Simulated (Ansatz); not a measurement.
**CdWO4 (P2/c): band gap by G0W0 on HSE06**

Wanted: the gap of CdWO4 (P2/c) with a many-body correction, and the time that it takes.

Program: Ansatz 0.2.0. Level of theory: HSE06, then G0W0 on it, plane waves, PAW. Results are calculated unless marked as measured.

**What was measured.**

- Gap 4.15 eV: direct gap from absorption edge with Urbach fit; optical absorption; 300 K; bulk crystal (thin cleaved platelet of Czochralski crystal, 10-30 um thick) (“Optical absorption of divalent metal tungstates: Correlation between the band-gap energy and the cation ionic radius”, 2008, arxiv:0807.2115).

Report form: the programs' logs are mostly left out.

In doubt: masses and optical values from hybrid runs of this build are listed as unsure (step 3), which bears on the screening that GW takes from such a start.

### Step 1. Starting point

Symmetry: P2/c, No. 13, monoclinic system. Conventional cell: a = 5.040 Å, b = 5.870 Å, c = 5.084 Å, α = 90.00°, β = 91.48°, γ = 90.00°. Nearest to Cd lie 6 O at 2.20 to 2.43 Å. Nearest to W lie 6 O at 1.78 to 2.15 Å. Nearest to O lie 2 W at 1.92 to 2.15 Å and 1 Cd at 2.20 Å. O has 1 W at 1.78 Å and 2 Cd at 2.28 to 2.43 Å nearest. Farther neighbours and most contacts between anions are not listed.

As a file:

```cif
data_structure
_symmetry_space_group_name_H-M 'P2/c'
_symmetry_Int_Tables_number 13
_cell_length_a 5.0400
_cell_length_b 5.8701
_cell_length_c 5.0841
_cell_angle_alpha 90.000
_cell_angle_beta 91.476
_cell_angle_gamma 90.000
_cell_volume 150.36
loop_
_atom_site_label
_atom_site_type_symbol
_atom_site_symmetry_multiplicity
_atom_site_Wyckoff_symbol
_atom_site_fract_x
_atom_site_fract_y
_atom_site_fract_z
_atom_site_occupancy
Cd1 Cd 2 f 0.50000 0.69729 0.25000 1
W1 W 2 e 0.00000 0.17855 0.25000 1
O1 O 4 g 0.20180 0.09550 0.95040 1
O2 O 4 g 0.24200 0.37030 0.38390 1
```

The cell and positions come from the Crystallography Open Database and are kept as given unless a step says otherwise. Spin-orbit coupling is left out unless a step names it. The default PAW set here is soft_2. Its files were made with PBE.

### Step 2. The starting point: HSE06

HSE06 mixes in a quarter of exact exchange at short range.

This step: DFT, HSE06, plane waves, PAW.

File input.yaml:

```yaml
crystal:
  lattice:
    - [5.04, 0.0, 0.0]
    - [0.0, 5.8701, 0.0]
    - [-0.1309573182, 0.0, 5.0824131071]
  atoms:
    - { symbol: Cd, position: [0.5, 0.69729, 0.25] }
    - { symbol: Cd, position: [0.5, 0.30271, 0.75] }
    - { symbol: W, position: [0.0, 0.17855, 0.25] }
    - { symbol: W, position: [0.0, 0.82145, 0.75] }
    - { symbol: O, position: [0.2018, 0.0955, 0.9504] }
    - { symbol: O, position: [0.7982, 0.0955, 0.5496] }
    - { symbol: O, position: [0.7982, 0.9045, 0.0496] }
    - { symbol: O, position: [0.2018, 0.9045, 0.4504] }
    - { symbol: O, position: [0.242, 0.3703, 0.3839] }
    - { symbol: O, position: [0.758, 0.3703, 0.1161] }
    - { symbol: O, position: [0.758, 0.6297, 0.6161] }
    - { symbol: O, position: [0.242, 0.6297, 0.8839] }
kpoints:
  mp_grid: { grid: [4, 4, 4] }
  band_path:
    path:
      - [0.0, 0.0, 0.0]
      - [0.0, 0.5, 0.0]
      - [0.0, 0.5, 0.5]
      - [0.0, 0.0, 0.5]
      - [-0.5, 0.0, 0.5]
      - [-0.5, 0.5, 0.5]
      - [-0.5, 0.5, 0.0]
      - [-0.5, 0.0, 0.0]
      - [0.1666666667, -0.5, -0.5]
      - [0.0, -0.5, 0.1666666667]
    npoints: 1
hamiltonian:
  xc: hse06
scf:
  occupations: { method: fixed }
  n_extra_bands: 8
output:
  eigenvalues: true
```

Run with:

```console
ansatz run input.yaml --threads 24 --pin off --max-ram 82944MiB --backend cuda --events-out ev --progress --plain --runs-dir out --devices 1 --max-vram 78GiB
```

Wall time 18 s (1 × NVIDIA GB200 (shared by 2 runs) with 24 threads of Arm Neoverse V2, shared host); peak memory 2 GiB.

This step gave:

| Property | Result |
| --- | --- |
| gap | 4.494 eV |
| valence top at | k = (0.000, 0.250, 0.250) |
| conduction bottom at | k = (0.000, -0.500, 0.167) |
| least direct gap | 4.529 eV |
| exact-exchange fraction | 0.25 |

Over mesh and listed points the gap is 4.494 eV, from k = (0.000, 0.250, 0.250) to k = (0.000, -0.500, 0.167). The least direct gap found is 4.529 eV, at k = (0.000, 0.500, 0.000). On the 4×4×4 mesh alone the same run gives 4.509 eV, so that mesh misses an edge of HSE06: 4.509 − 4.494 = +0.015 eV.

### Step 3. The quasiparticle correction

G0W0 replaces the xc potential by a self-energy built once from the orbitals of the start. Levels are corrected in the window of bands that the input names, at points of the mesh.

This step: G0W0 on HSE06, plane waves, PAW.

input.yaml, the sections that differ from step 2:

```yaml
kpoints:
  mp_grid: { grid: [4, 2, 4] }
scf:
  occupations: { method: fixed }
gw:
  n_empty_bands: 321
  ecut_chi: 96
  qp_bands: [v4, c4]
  qp_kpoints: band_edges
  screening: { model: contour_deformation }
# crystal, hamiltonian: as in step 2
# output: removed
```

It took 35 s on 1 × NVIDIA GB200 (shared by 2 runs) with 24 threads; peak memory 2.6 GiB.

Numbers from this step:

- bands summed: 379
- RPA ε∞ on this mesh (eigenvalues): 3.631, 3.801, 3.986
- plane waves in the screening matrix: 313
- q-points in the mesh: 32
- G0W0 gap over the corrected points: 4.979 eV
- k of the valence top: 0, -0.5, 0
- k of the conduction bottom: 0, -0.5, 0
- starting gap on the mesh: 4.529 eV
- Z at the valence top: 0.7880
- Z at the conduction bottom: 0.8210
- least direct G0W0 gap over the corrected points: 4.979 eV

Over all 20 irreducible mesh points the G0W0 gap is 4.979 eV, direct, at k = (0.000, -0.500, 0.000). The HSE06 gap of this run on the mesh is 4.529 eV. The two states that bound the G0W0 gap lie that far apart at the start, so the correction of the gap is 4.979 − 4.529 = +0.450 eV. The start of this run differs from the step before in mesh (4×4×4 and 4×2×4).

Labels follow the order of the start: v1 is the top filled band, c1 the lowest empty one; levels that stay degenerate share a row, the window can cut a multiplet, doubted levels are not marked in this list, bands outside the window were not corrected, and the list may be a part of the corrected levels. Levels before and after the correction, in eV, zero at the valence-band top of each column:

|  | conduction bottom | valence top |
| --- | --- | --- |
| HSE06 | 4.53 | 0.00 |
| G0W0 | 4.98 | 0.00 |

|  | level | occupation | energy (eV) |
| --- | --- | --- | --- |
| HSE06 | (0 -0.5 0) v4 | 2 | -0.867 |
| HSE06 | (0 -0.5 0) v3 | 2 | -0.735 |
| HSE06 | (0 -0.5 0) v2 | 2 | -0.625 |
| HSE06 | (0 -0.5 0) v1 | 2 | 0.000 |
| HSE06 | (0 -0.5 0) c1 | 0 | 4.529 |
| HSE06 | (0 -0.5 0) c2 | 0 | 5.393 |
| HSE06 | (0 -0.5 0) c3 | 0 | 5.478 |
| HSE06 | (0 -0.5 0) c4 | 0 | 5.743 |
| G0W0 | (0 -0.5 0) v4 | 2 | -0.968 |
| G0W0 | (0 -0.5 0) v3 | 2 | -0.845 |
| G0W0 | (0 -0.5 0) v2 | 2 | -0.689 |
| G0W0 | (0 -0.5 0) v1 | 2 | 0.000 |
| G0W0 | (0 -0.5 0) c1 | 0 | 4.979 |
| G0W0 | (0 -0.5 0) c2 | 0 | 6.004 |
| G0W0 | (0 -0.5 0) c3 | 0 | 5.914 |
| G0W0 | (0 -0.5 0) c4 | 0 | 6.374 |

The parts of the quasiparticle energy for the two states that bound the G0W0 gap, in eV on the run's own scale (QP = start + Σx + Σc − Vxc, with Σc at the quasiparticle energy):

| edge | k | band | start | Σx | Σc | Vxc | Z | QP |
| --- | --- | --- | --- | --- | --- | --- | --- | --- |
| valence top | (0.000, -0.500, 0.000) | 58 | 8.022 | −27.570 | 4.237 | −23.662 | 0.788 | 8.351 |
| conduction bottom | (0.000, -0.500, 0.000) | 59 | 12.551 | −14.793 | −4.145 | −19.718 | 0.821 | 13.330 |

For a hybrid start, Vxc holds its share of exact exchange.

### Step 4. The runs together

Each gap is the least one over the points named; times are wall times on shared hosts, not benchmarks. A G0W0 time includes the run's own self-consistent start. Runs with listed points see these and the mesh alone, so an edge that moves elsewhere is missed.

| level | mesh | files, cutoff | bands summed, screening | points | gap (eV) | valence top | conduction bottom | least direct gap (eV) | time |
| --- | --- | --- | --- | --- | --- | --- | --- | --- | --- |
| HSE06 | 4×4×4 | soft_2 PAW, 420 eV | - | mesh and listed points | 4.494 | (0.000, 0.250, 0.250) | (0.000, -0.500, 0.167) | 4.529 | 18 s |
| G0W0@HSE06 | 4×2×4 | soft_2 PAW, 420 eV | 379, 96 eV | all 20 irreducible mesh points | 4.979 | (0.000, -0.500, 0.000) | (0.000, -0.500, 0.000) | 4.979 | 35 s |

Computed less measured, in eV, for the reports listed at the start; nothing is added to the computed values:

| row | computed (eV) | 4.15 eV (2008) |
| --- | --- | --- |
| HSE06, gap | 4.494 | +0.344 |
| G0W0@HSE06, gap | 4.979 | +0.829 |

### Step 5. What came out

```json
{"HSE06 gap over mesh and listed points": "4.494 eV, from k = (0.000, 0.250, 0.250) to k = (0.000, -0.500, 0.167)", "G0W0@HSE06 gap over all 20 irreducible mesh points": "4.979 eV, direct, at k = (0.000, -0.500, 0.000)", "GW settings": "4×2×4 mesh, 321 empty bands, screening to 96 eV", "known limits": "finite bands, screening cutoff and k mesh; no spin-orbit coupling in G0W0; d shells not analysed"}
```

**Reading.** Over all 20 irreducible mesh points the G0W0 gap is 4.979 eV, direct, at k = (0.000, -0.500, 0.000). The HSE06 gap of this run on the mesh is 4.529 eV. The two states that bound the G0W0 gap lie that far apart at the start, so the correction of the gap is 4.979 − 4.529 = +0.450 eV. The valence state moves by 8.351 − 8.022 = +0.329 eV and the conduction state by 13.330 − 12.551 = +0.779 eV, on the run's own scale; how far single levels stand from their limit in bands is not shown. Over mesh and listed points, HSE06 puts the valence top at k = (0.000, 0.250, 0.250) and conduction bottom at k = (0.000, -0.500, 0.167), where no G0W0 correction was computed. The G0W0 gap over the whole zone is therefore not known from this run; at its settings it can only be equal to or under the 4.979 eV found, and no correction is carried over from another point. For the start itself the gap is 4.494 eV over mesh and listed points and 4.529 eV on the mesh of the G0W0 run, in runs that differ in mesh (4×4×4 and 4×2×4). No second run with other bands and screening cutoff is shown, so the distance to the basis limit is not known. On another start, G0W0@LDA runs of this series (4×2×4 mesh, soft_2 PAW; not shown as steps) give 4.657 eV with 171 bands and 48 eV, 4.449 eV with 379 bands and 96 eV and 4.491 eV with 749 bands and 160 eV. G0W0 on other starts in this series, not shown as steps and not all at these settings: 4.449 eV on LDA (4×2×4, soft_2 PAW, 379 bands, 96 eV). Two runs of this series at another level, not shown as steps, test spin-orbit coupling. LDA+SOC against LDA: 2.933 − 2.953 = −0.020 eV, with the same mesh, set of files (read in its fully relativistic form for the spin-orbit run) and cutoff, and both edges at the same k points. The spin-orbit run sees mesh and listed points alone, so its gap is an upper bound: the coupling can move an edge off these points, and the change over the zone, its sign included where it is small, is not known. What spin-orbit coupling does to the G0W0 levels was not computed, so no sum with the G0W0 gap is formed. Against experiment, G0W0@HSE06 at 4.979 eV lies +0.829 eV from 4.15 eV (2008). The differences hold parts that these runs do not separate: finite bands, cutoffs and mesh, points of the zone that were not corrected, the start of G0W0, spin-orbit coupling missing from it, static nuclei, no electron-hole attraction, and what each experiment reads as the gap. How much each gives is not known from the steps shown. The G0W0 runs are scalar-relativistic. One-shot GW is known to converge slowly in bands for compounds with shallow d shells. The cell holds Cd; the filling of the d shell and its place against the gap were not analysed here. No pair of G0W0 runs that differ in the mesh alone is shown (4×2×4 is a supercell whose nearest images lie 12 Å apart), so the error from the mesh is not known here. G0W0 is shown with one set of atomic data (soft_2 PAW), so the error from the files is not known here.

[Paths, hosts, dates, memory and timing lines, banners, echoed tables and standing remarks are left out of the program output.]

[Logs are printed without paths, hosts, clocks, repeated set-up lines and the standing remarks that a program may print on its own settings, such as how far it seeks lower states.]

[Runs of the session that timed out or met a known fault of the program may be left out.]

[Cells called generated may have been cut or substituted from an entry of the Crystallography Open Database or the Materials Project.]

[Hosts, paths, dates, database ids (printed as entryN), source tags and the programs' standing remarks are cut or masked in the printed files.]

[Where an RPA ε∞ is given, it is that of the G0W0 mesh and is not shown converged in it. Names of k-points follow the symmetry that the program found, which can be lower than the space group named. Band edges on a path are those of the sampled points; other points can move an edge, and change direct to indirect where valleys lie close.]

[Hybrid gaps are those of their k-mesh and are not shown converged in it.]
